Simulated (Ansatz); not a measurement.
# HfCdO3 in P4/mbm, a phase reached by a soft mode: a soft mode frozen in, part 2 of 3

Aim: this structure of HfCdO3 in P4/mbm, a phase reached by a soft mode is to be tested for unstable modes, and one is followed downhill.

Ansatz 0.2.0; DFT PBEsol, scalar-relativistic, plane waves, PAW; PAW set soft_1.

So far. Step 2 (Linear response at the zone centre): Before it was imposed, the acoustic sum rule was missed by 2.7e-4 eV/Å² and the charge sum rule by 0.021 e. Small misses are needed for a sound result but don't prove that mesh and cutoff are converged. The lowest optical mode is imaginary, 145.9i cm⁻¹, so the energy falls along it. Step 3 (The mode frozen in, largest atomic shift 0 Å): At this level the gap is 1.05 eV on the k-mesh of the self-consistent run, which can miss the band edges.

The structure was built from a prototype and need not be the compound's stable phase.

### 4. The mode frozen in, largest atomic shift 0.32 Å

The atoms are moved along the unstable eigenvector, the largest shift by 0.32 Å, with the cell fixed.

The input, input.yaml:

```yaml
crystal:
  lattice:
    - [5.6083914436, 0.0, 0.0]
    - [0.0, 5.6083914436, 0.0]
    - [0.0, 0.0, 4.0265195377]
  atoms:
    - { symbol: Cd, position: [0.5065934294, 0.0056100954, 0.0] }
    - { symbol: Cd, position: [0.0065934294, 0.4943899046, 0.0] }
    - { symbol: Hf, position: [0.0009660416, -0.0005767659, 0.5] }
    - { symbol: Hf, position: [0.5009660416, 0.5005767659, 0.5] }
    - { symbol: O, position: [0.1641831951, 0.6762641381, 0.5] }
    - { symbol: O, position: [0.8285291787, 0.3406101217, 0.5] }
    - { symbol: O, position: [0.3285291787, 0.1593898783, 0.5] }
    - { symbol: O, position: [0.6641831951, 0.8237358619, 0.5] }
    - { symbol: O, position: [-0.0498171102, 0.0278172189, 0.0] }
    - { symbol: O, position: [0.4501828898, 0.4721827811, 0.0] }
kpoints:
  mp_grid: { grid: [4, 4, 6] }
hamiltonian:
  xc: pbesol
  pseudopotentials: { kind: paw, azcp: { folder: soft_1 }, xc_functional: pbe }
scf:
  occupations: { method: gaussian, width: 0.02 }
output:
  forces: true
  stress: true
  eigenvalues: true
```

On the command line:

```
$ ansatz run input.yaml --threads 4 --pin off --max-ram 16384MiB --backend cpu --events-out ev --progress --plain --runs-dir out
```

Numbers of over 12 decimals in the logs are rounded to 6 here.

The program printed:

```text
[...]
Crystal: 10 atoms, lattice volume = 126.650 Å³
Basis set: ecut = 420 eV, 2481 PW (Γ), exchange–correlation on 80×80×54 points (8 copies of the dense FFT grid, shifted against one another)
Bands: 77, of which v1, the nominal top of the filled ones, is band 64 counted from 1 (63 counted from 0)
Symmetry: 4 space group operations
[...]
k-points: 36 of 96 (time reversal used)
[...]
k-point 0: bands = [... 60 lower, 10.9167, 11.2189, 11.6323, 11.6596, 12.9403, 15.6396, 16.1097, 16.8921, ... 6 higher]
  k-point 1: bands = [... 60 lower, 11.0296, 11.0997, 11.7250, 11.7394, 13.7526, 15.5678, 16.6540, 16.7495, ... 6 higher]
  k-point 2: bands = [... 60 lower, 11.2888, 11.4423, 11.8366, 11.8367, 15.2175, 15.4789, 16.8334, 17.4904, ... 6 higher]
  k-point 35: bands = [... 60 lower, 10.8466, 10.8466, 11.4937, 11.4937, 16.4953, 16.4953, 17.4101, 17.4101, ... 6 higher]
[key lines of the parts left out:]
SCF converged after 10 iterations
Free energy (F): -50939.884420 eV
Fermi energy:    12.388757 eV
P = ⅓ Tr σ = -0.9818 GPa (-9.818 kbar)
```

Elapsed: 11 s, on 4 threads of Arm Neoverse V1, shared host; peak memory 0.63 GiB.

Numbers from this step:

```yaml
pressure: -0.9818 GPa
gap_on_the_k_mesh: 1.104 eV
energy_from_the_undistorted_cell: -7.73 meV/atom
```

The energy, extrapolated to zero smearing, is -7.73 meV/atom against the undistorted cell.

The run ends at a pressure of -0.98 GPa, with forces up to 0.33 eV/Å.

### 5. Energy along the mode, all amplitudes (two of the runs are shown above)

An imaginary frequency means negative curvature, so the energy should fall and then rise again as anharmonic terms take over.

This step gave:

```yaml
depth_at_the_lowest_point_sampled: 7.73 meV/atom
largest_atomic_shift_at_that_point: 0.32 Å
```

Table of energy from the parent by largest atomic shift:

| largest atomic shift (Å) | energy from the parent (meV/atom) |
| --- | --- |
| 0.000 | 0 |
| 0.040 | -0.242 |
| 0.080 | -0.939 |
| 0.140 | -2.65 |
| 0.220 | -5.45 |
| 0.320 | -7.73 |
| 0.450 | -3.57 |
| 0.600 | 21.5 |

Displacement at unit largest shift by atom:

| atom | x (Å) | y (Å) | z (Å) | size |
| --- | --- | --- | --- | --- |
| Cd1 | 0.12 | 0.10 | 0.00 | 0.15 |
| Cd2 | 0.12 | -0.10 | 0.00 | 0.15 |
| Hf3 | 0.02 | -0.01 | 0.00 | 0.02 |
| Hf4 | 0.02 | 0.01 | 0.00 | 0.02 |
| O5 | -0.06 | 0.15 | 0.00 | 0.16 |
| O6 | -0.06 | 0.15 | 0.00 | 0.16 |
| O7 | -0.06 | -0.15 | 0.00 | 0.16 |
| O8 | -0.06 | -0.15 | 0.00 | 0.16 |
| O9 | -0.87 | 0.49 | 0.00 | 1.00 |
| O10 | -0.87 | -0.49 | 0.00 | 1.00 |

The lowest of the steps tried is at 0.32 Å, 7.73 meV/atom below the parent; the bottom of the well need not coincide with a step.

### 6. Relaxing from the distorted cell

Starting from the lowest point found, all atoms and the cell are let go, so that strain and other modes of the same symmetry can join in.

input.yaml, as its differences from that of step 4:

```diff
@@ -22,3 +22,3 @@
 scf:
-  occupations: { method: gaussian, width: 0.02 }
+  occupations: { method: fixed }
 output:
@@ -27 +27,6 @@
   eigenvalues: true
+relax:
+  adjacent_minimum: "off"
+  f_tol: 0.002
+  max_steps: 120
+  cell: { stress_tol: 0.03 }
```

The program printed:

```text
[...]
Crystal: 10 atoms, lattice volume = 126.650 Å³
Basis set: ecut = 420 eV, 2481 PW (Γ), exchange–correlation on 80×80×54 points (8 copies of the dense FFT grid, shifted against one another)
Bands: 77, of which v1, the nominal top of the filled ones, is band 64 counted from 1 (63 counted from 0)
Symmetry: 4 space group operations
[...]
k-points: 36 of 96 (time reversal used)
[...]
SCF iter   1: F=—  HF=-50942.975016 eV  |F-HF|=—  |Δ(HF+E_count)|=         —  Δρ=9.48e-2  dr2=1.03e1  ethr=3.10e-3  ⟨swp⟩=4.0  Hψ=7706  notcnv=0  defer=236
[...]
SCF iter  11: F=-50939.884420 eV  HF=-50939.884420 eV  |F-HF|=4.45e-9  |Δ(HF+E_count)|=   4.05e-7  Δρ=4.79e-6  dr2=3.39e-8  ethr=7.81e-11  ⟨swp⟩=11.6  Hψ=13444  notcnv=0
SCF 1 converged in 11 iterations: F = -50939.884420 eV  dr2 = 3.39e-8
[...]
relax step   1: F+E_penalty+E_count = -50939.88442016 eV  Δ(F+E_penalty+E_count) = +0.000e0 eV  max|allowed force component| = 2.500e-1 eV/Å  Δτ_max = 0.0000 Å  P = -0.982 GPa  Ω = 126.650 Å³  (11 SCF iters, dr2 threshold 1.00e-7 eV, accepted)
Crystal: 10 atoms, lattice volume = 126.792 Å³
Basis set: ecut = 420 eV, 2473 PW (Γ), exchange–correlation on 80×80×54 points (8 copies of the dense FFT grid, shifted against one another)
[...]
iter 1 solved again at ethr=9.79e-5 eV; its pass at ethr=3.10e-3 eV (dr2=1.25e-1 eV) is discarded
[...]
SCF iter   7: F=-50939.951756 eV  HF=-50939.951756 eV  |F-HF|=1.85e-7  |Δ(HF+E_count)|=   3.63e-7  Δρ=2.06e-5  dr2=4.85e-7  ethr=7.81e-10  ⟨swp⟩=12.5  Hψ=16061  notcnv=0
SCF 2 converged in 7 iterations: F = -50939.951756 eV  dr2 = 4.85e-7
[...]
relax step   2: F+E_penalty+E_count = -50939.95175626 eV  Δ(F+E_penalty+E_count) = -6.734e-2 eV  max|allowed force component| = 4.019e-1 eV/Å  Δτ_max = 0.1034 Å  P = +0.131 GPa  Ω = 126.792 Å³  energy of the carried Pulay correction = -3.700e-4 eV  (7 SCF iters, dr2 threshold 1.00e-6 eV, accepted)
Crystal: 10 atoms, lattice volume = 126.643 Å³
[...]
SCF iter   6: F=-50939.974447 eV  HF=-50939.974447 eV  |F-HF|=9.77e-8  |Δ(HF+E_count)|=   8.33e-7  Δρ=2.86e-5  dr2=9.38e-7  ethr=7.81e-10  ⟨swp⟩=12.1  Hψ=18236  notcnv=0
SCF 3 converged in 6 iterations: F = -50939.974447 eV  dr2 = 9.38e-7
relax step   3: F+E_penalty+E_count = -50939.97444731 eV  Δ(F+E_penalty+E_count) = -2.269e-2 eV  max|allowed force component| = 2.694e-1 eV/Å  Δτ_max = 0.0328 Å  P = +0.407 GPa  Ω = 126.643 Å³  energy of the carried Pulay correction = +1.970e-5 eV  (6 SCF iters, dr2 threshold 1.00e-6 eV, accepted)
[... from here on, the SCF cycles and remarks between the steps are left out ...]
relax step   4: F+E_penalty+E_count = -50939.99244212 eV  Δ(F+E_penalty+E_count) = -1.799e-2 eV  max|allowed force component| = 2.318e-1 eV/Å  Δτ_max = 0.0574 Å  P = -0.048 GPa  Ω = 126.989 Å³  energy of the carried Pulay correction = -8.861e-4 eV  (7 SCF iters, dr2 threshold 1.00e-6 eV, accepted)
relax step   5: F+E_penalty+E_count = -50940.00176135 eV  Δ(F+E_penalty+E_count) = -9.319e-3 eV  max|allowed force component| = 1.489e-1 eV/Å  Δτ_max = 0.0309 Å  P = +0.101 GPa  Ω = 127.221 Å³  energy of the carried Pulay correction = -1.490e-3 eV  (7 SCF iters, dr2 threshold 1.00e-6 eV, accepted)
relax step   6: F+E_penalty+E_count = -50940.00401564 eV  Δ(F+E_penalty+E_count) = -2.254e-3 eV  max|allowed force component| = 6.131e-2 eV/Å  Δτ_max = 0.0225 Å  P = -0.246 GPa  Ω = 127.197 Å³  energy of the carried Pulay correction = -1.427e-3 eV  (6 SCF iters, dr2 threshold 1.00e-6 eV, accepted)
relax step   7: F+E_penalty+E_count = -50940.00530438 eV  Δ(F+E_penalty+E_count) = -1.289e-3 eV  max|allowed force component| = 1.645e-2 eV/Å  Δτ_max = 0.0087 Å  P = +0.032 GPa  Ω = 127.077 Å³  energy of the carried Pulay correction = -1.116e-3 eV  (6 SCF iters, dr2 threshold 2.35e-7 eV, accepted)
relax step   8: F+E_penalty+E_count = -50940.00531205 eV  Δ(F+E_penalty+E_count) = -7.672e-6 eV  max|allowed force component| = 3.645e-3 eV/Å  Δτ_max = 0.0043 Å  P = -0.006 GPa  Ω = 127.124 Å³  energy of the carried Pulay correction = -1.236e-3 eV  (7 SCF iters, dr2 threshold 1.69e-8 eV, accepted)
relax step   9: F+E_penalty+E_count = -50940.00535877 eV  Δ(F+E_penalty+E_count) = -4.672e-5 eV  max|allowed force component| = 4.523e-3 eV/Å  Δτ_max = 0.0010 Å  P = +0.007 GPa  Ω = 127.104 Å³  energy of the carried Pulay correction = -1.186e-3 eV  (7 SCF iters, dr2 threshold 8.30e-10 eV, rejected (line search))
relax step  10: F+E_penalty+E_count = -50940.00533884 eV  Δ(F+E_penalty+E_count) = -2.679e-5 eV  max|allowed force component| = 1.843e-4 eV/Å  Δτ_max = 0.0004 Å  P = -0.000 GPa  Ω = 127.115 Å³  energy of the carried Pulay correction = -1.213e-3 eV  (8 SCF iters, accepted)
relax step  11: F+E_penalty+E_count = -50940.00939159 eV  Δ(F+E_penalty+E_count) = -4.053e-3 eV  max|allowed force component| = 2.218e-3 eV/Å  Δτ_max = 0.0000 Å  P = +0.046 GPa  Ω = 127.115 Å³  stress off target by 1.95e-1 GPa  SCF on the basis re-selected at this cell (its energy is not comparable with the rows above)  (8 SCF iters)
relax step  12: F+E_penalty+E_count = -50940.00939143 eV  Δ(F+E_penalty+E_count) = +1.596e-7 eV  max|allowed force component| = 5.695e-3 eV/Å  Δτ_max = 0.0022 Å  P = +0.008 GPa  Ω = 127.158 Å³  energy of the carried Pulay correction = -1.335e-4 eV  (5 SCF iters, dr2 threshold 9.46e-8 eV, accepted)
relax step  13: F+E_penalty+E_count = -50940.00936404 eV  Δ(F+E_penalty+E_count) = +2.740e-5 eV  max|allowed force component| = 1.391e-3 eV/Å  Δτ_max = 0.0009 Å  P = -0.004 GPa  Ω = 127.171 Å³  energy of the carried Pulay correction = -1.711e-4 eV  (7 SCF iters, dr2 threshold 2.03e-9 eV, accepted)
[...]
SCF iter   1: F=—  HF=-50940.009389 eV  |F-HF|=—  |Δ(HF+E_count)|=         —  Δρ=2.39e-5  dr2=2.73e-8  ethr=1.06e-7  ⟨swp⟩=3.0  Hψ=15497  notcnv=0  defer=395
eigensolver tolerance schedule: the retry pair's looser diagonalisation over-reported the residual by 4987.30 of it (diagonalisation noise at 0.21 of the residual, at the tolerance the schedule requests for it); recorded, not acted on — ethr = c·dr2/N_el stays at c = 1.0e-1
[...]
SCF iter   2: F=—  HF=-50940.009514 eV  |F-HF|=—  |Δ(HF+E_count)|=   1.26e-4  Δρ=1.22e-5  dr2=7.46e-9  ethr=2.13e-11  ⟨swp⟩=3.1  Hψ=6883  notcnv=0  defer=240
[...]
SCF iter   5: F=-50940.009515 eV  HF=-50940.009515 eV  |F-HF|=7.28e-12  |Δ(HF+E_count)|=  6.55e-11  Δρ=1.61e-7  dr2=1.28e-11  ethr=1.00e-12  ⟨swp⟩=10.9  Hψ=12768  notcnv=0
SCF 14 converged in 5 iterations: F = -50940.009515 eV  dr2 = 1.28e-11
relax step  14: F+E_penalty+E_count = -50940.00951505 eV  Δ(F+E_penalty+E_count) = -1.510e-4 eV  max|allowed force component| = 1.381e-3 eV/Å  Δτ_max = 0.0000 Å  P = -0.003 GPa  Ω = 127.171 Å³  stress off target by 1.41e-2 GPa  SCF on the basis re-selected at this cell (its energy is not comparable with the rows above)  (5 SCF iters)
[...]
SCF converged after 5 iterations
Free energy (F): -50940.009515 eV
[...]
Internal energy: -50940.009515 eV  (E = F + TS)
E sigma→0 (E₀):  -50940.009515 eV
Fermi energy:    11.734355 eV
[...]
--- Forces (eV/Å), atoms counted from 1 ---
  atom   1  Cd    -0.00028123     0.00024626     0.00000000
  atom   2  Cd    -0.00028123    -0.00024626     0.00000000
  atom   3  Hf    -0.00129039    -0.00092682     0.00000000
  atom   4  Hf    -0.00129039     0.00092682     0.00000000
  atom   5  O      0.00051453     0.00004563     0.00000000
  atom   6  O      0.00074650    -0.00027259     0.00000000
  atom   7  O      0.00074650     0.00027259     0.00000000
  atom   8  O      0.00051453    -0.00004563     0.00000000
  atom   9  O      0.00031075    -0.00138141     0.00000000
  atom  10  O      0.00031075     0.00138141     0.00000000
  max |Σ_I F_I| component: 3.04e-7 eV/Å
--- Stress (GPa, compression-positive) ---
       -0.003125       0.000000       0.000000
        0.000000       0.007623       0.000000
        0.000000       0.000000      -0.014103
  P = ⅓ Tr σ = -0.0032 GPa (-0.032 kbar)
--- Band table (eV; the first three rows and the last of 36) ---
  k-point 0: bands = [... 60 lower, 10.8715, 11.1346, 11.4637, 11.5160, 13.0996, 15.9181, 16.1722, 16.7665, ... 9 higher]
  k-point 1: bands = [... 60 lower, 11.0014, 11.0611, 11.5510, 11.6090, 13.9201, 15.7575, 16.6842, 16.7122, ... 9 higher]
  k-point 2: bands = [... 60 lower, 11.1406, 11.4137, 11.6478, 11.7344, 15.3699, 15.5761, 16.6731, 17.3504, ... 9 higher]
  k-point 35: bands = [... 60 lower, 10.7551, 10.7551, 11.2677, 11.2677, 16.5479, 16.5479, 17.3498, 17.3498, ... 9 higher]
--- Relaxed structure (12 steps of the walk, 11 accepted, 2 SCFs on fresh bases) ---
  F+E_penalty+E_count = -50940.00951505 eV   max|allowed force component| = 1.381e-3 eV/Å   (the final SCF, on the basis selected at the relaxed cell)
  cell:  # Å, volume = 127.1713 Å³
    - [5.612025, 0.0, 0.0]
    - [0.0, 5.750129, 0.0]
    - [0.0, 0.0, 3.940869]
  atoms:
    - { symbol: Cd, position: [0.520293, 0.038267, 0.0] }
    - { symbol: Cd, position: [0.020293, 0.461733, 0.0] }
    - { symbol: Hf, position: [0.00177449, -0.00869734, 0.500000] }
    - { symbol: Hf, position: [0.501774, 0.508697, 0.500000] }
    - { symbol: O, position: [0.163731, 0.678048, 0.500000] }
    - { symbol: O, position: [0.821974, 0.338472, 0.500000] }
    - { symbol: O, position: [0.321974, 0.161528, 0.500000] }
    - { symbol: O, position: [0.663731, 0.821952, 0.500000] }
    - { symbol: O, position: [-0.057318, 0.042970, 0.0] }
    - { symbol: O, position: [0.442682, 0.457030, 0.0] }
```

Run time: 2.6 min. Hardware: 4 threads; peak memory 0.72 GiB.

The steps of the relaxation:

| step | energy less that of the first step (eV) | largest force component (eV/Å) | pressure (GPa) | volume (Å³) |
| --- | --- | --- | --- | --- |
| 1 | 0.0000 | 0.2500 | -0.98 | 126.65 |
| 2 | -0.0673 | 0.4019 | 0.13 | 126.79 |
| 3 | -0.0900 | 0.2694 | 0.41 | 126.64 |
| 4 | -0.1080 | 0.2318 | -0.05 | 126.99 |
| 5 | -0.1173 | 0.1489 | 0.10 | 127.22 |
| 6 | -0.1196 | 0.0613 | -0.25 | 127.20 |
| 7 | -0.1209 | 0.0165 | 0.03 | 127.08 |
| 8 | -0.1209 | 0.0036 | -0.01 | 127.12 |
| 9 | -0.1209 | 0.0045 | 0.01 | 127.10 |
| 10 | -0.1209 | 0.0002 | 0.00 | 127.11 |
| 11* | -0.1250 | 0.0022 | 0.05 | 127.11 |
| 12 | -0.1250 | 0.0057 | 0.01 | 127.16 |
| 13 | -0.1249 | 0.0014 | 0.00 | 127.17 |
| 14* | -0.1251 | 0.0014 | 0.00 | 127.17 |

Relaxation steps marked * repeat the geometry before them on a plane-wave basis chosen anew for their cell, so energy and pressure can jump there. Relaxation step 9 was tried and not accepted.

The run keeps the 4 symmetry operations that it works with, so distortions that break them were not tested.

| cell as run | before | after | change |
| --- | --- | --- | --- |
| a (Å) | 5.608 | 5.612 | +0.1 % |
| b (Å) | 5.608 | 5.750 | +2.5 % |
| c (Å) | 4.027 | 3.941 | -2.1 % |
| volume (Å³/atom) | 12.67 | 12.72 | +0.4 % |

The atoms that moved most (Å, as changes of fractional coordinates times the final cell):

| atom | dx | dy | dz | length |
| --- | --- | --- | --- | --- |
| Cd1 | 0.077 | 0.188 | 0.000 | 0.203 |
| Cd2 | 0.077 | -0.188 | 0.000 | 0.203 |
| O10 | -0.042 | -0.087 | 0.000 | 0.097 |
| O9 | -0.042 | 0.087 | 0.000 | 0.097 |
| Hf4 | 0.005 | 0.047 | 0.000 | 0.047 |
| Hf3 | 0.005 | -0.047 | 0.000 | 0.047 |
| O7 | -0.037 | 0.012 | 0.000 | 0.039 |
| O6 | -0.037 | -0.012 | 0.000 | 0.039 |

Numbers from this step:

```yaml
pressure: -0.003202 GPa
gap_on_the_k_mesh: 1.365 eV
volume_per_atom: 12.72 Å³
```

The distorted start has space group Pmc2_1; the relaxation ends in Pmc2_1.

### 7. The new phase in its own primitive cell

The relaxed structure is symmetrised, reduced to its primitive cell and relaxed tightly, as its phonons need.

The input, input.yaml:

```yaml
crystal:
  lattice:
    - [3.940869446, 0.0, 0.0]
    - [0.0, 5.7501290051, 0.0]
    - [0.0, 0.0, 5.6120252972]
  atoms:
    - { symbol: Cd, position: [0.0, 0.7117331136, 0.5202931051] }
    - { symbol: Cd, position: [0.0, 0.2882668864, 0.0202931051] }
    - { symbol: Hf, position: [0.5, 0.7586973363, 0.0017744949] }
    - { symbol: Hf, position: [0.5, 0.2413026637, 0.5017744949] }
    - { symbol: O, position: [0.5, 0.0719520855, 0.1637310299] }
    - { symbol: O, position: [0.5, 0.4115282423, 0.8219741913] }
    - { symbol: O, position: [0.5, 0.5884717577, 0.3219741913] }
    - { symbol: O, position: [0.5, 0.9280479145, 0.6637310299] }
    - { symbol: O, position: [0.0, 0.7070298627, 0.9426819133] }
    - { symbol: O, position: [0.0, 0.2929701373, 0.4426819133] }
kpoints:
  mp_grid: { grid: [6, 4, 4] }
hamiltonian:
  xc: pbesol
  pseudopotentials: { kind: paw, azcp: { folder: soft_1 }, xc_functional: pbe }
scf:
  occupations: { method: fixed }
output:
  forces: true
  stress: true
  eigenvalues: true
relax:
  adjacent_minimum: "off"
  f_tol: 0.001
  max_steps: 60
  cell: { stress_tol: 0.01 }
```

The program printed:

```text
[...]
Crystal: 10 atoms, lattice volume = 127.171 Å³
Basis set: ecut = 420 eV, 2481 PW (Γ), exchange–correlation on 54×80×80 points (8 copies of the dense FFT grid, shifted against one another)
Bands: 77, of which v1, the nominal top of the filled ones, is band 64 counted from 1 (63 counted from 0)
Symmetry: 4 space group operations
[...]
k-points: 36 of 96 (time reversal used)
[...]
- { symbol: Hf, position: [0.500000, 0.758739, 0.00177534] }
    - { symbol: Hf, position: [0.500000, 0.241261, 0.501775] }
    - { symbol: O, position: [0.500000, 0.071954, 0.163736] }
    - { symbol: O, position: [0.500000, 0.411536, 0.821989] }
    - { symbol: O, position: [0.500000, 0.588464, 0.321989] }
    - { symbol: O, position: [0.500000, 0.928046, 0.663736] }
    - { symbol: O, position: [0, 0.707079, 0.942676] }
    - { symbol: O, position: [0, 0.292921, 0.442676] }
[key lines of the parts left out:]
SCF converged after 6 iterations
Free energy (F): -50940.009496 eV
Fermi energy:    11.734037 eV
P = ⅓ Tr σ = -0.0049 GPa (-0.049 kbar)
```

The job ended after 77 s (4 threads; peak memory 0.69 GiB; 5 min of CPU time).

Little changed from the start: no atom moved by 0.005 Å and no cell edge by 0.1 %.

Numbers from this step:

* pressure: -0.004864 GPa
* direct gap on mesh: 1.584 eV

The largest force component left is 0.52 meV/Å and the pressure is -0.005 GPa, within the tolerances set. The cell now holds 12.72 Å³/atom.

(Part 2 of 3 ends here.)

[Logs are printed without paths, hosts, clocks, repeated set-up lines and the standing remarks that a program may print on its own settings, such as how far it seeks lower states.]

[Hosts, paths, dates, database ids (printed as entryN), source tags and the programs' standing remarks are cut or masked in the printed files.]
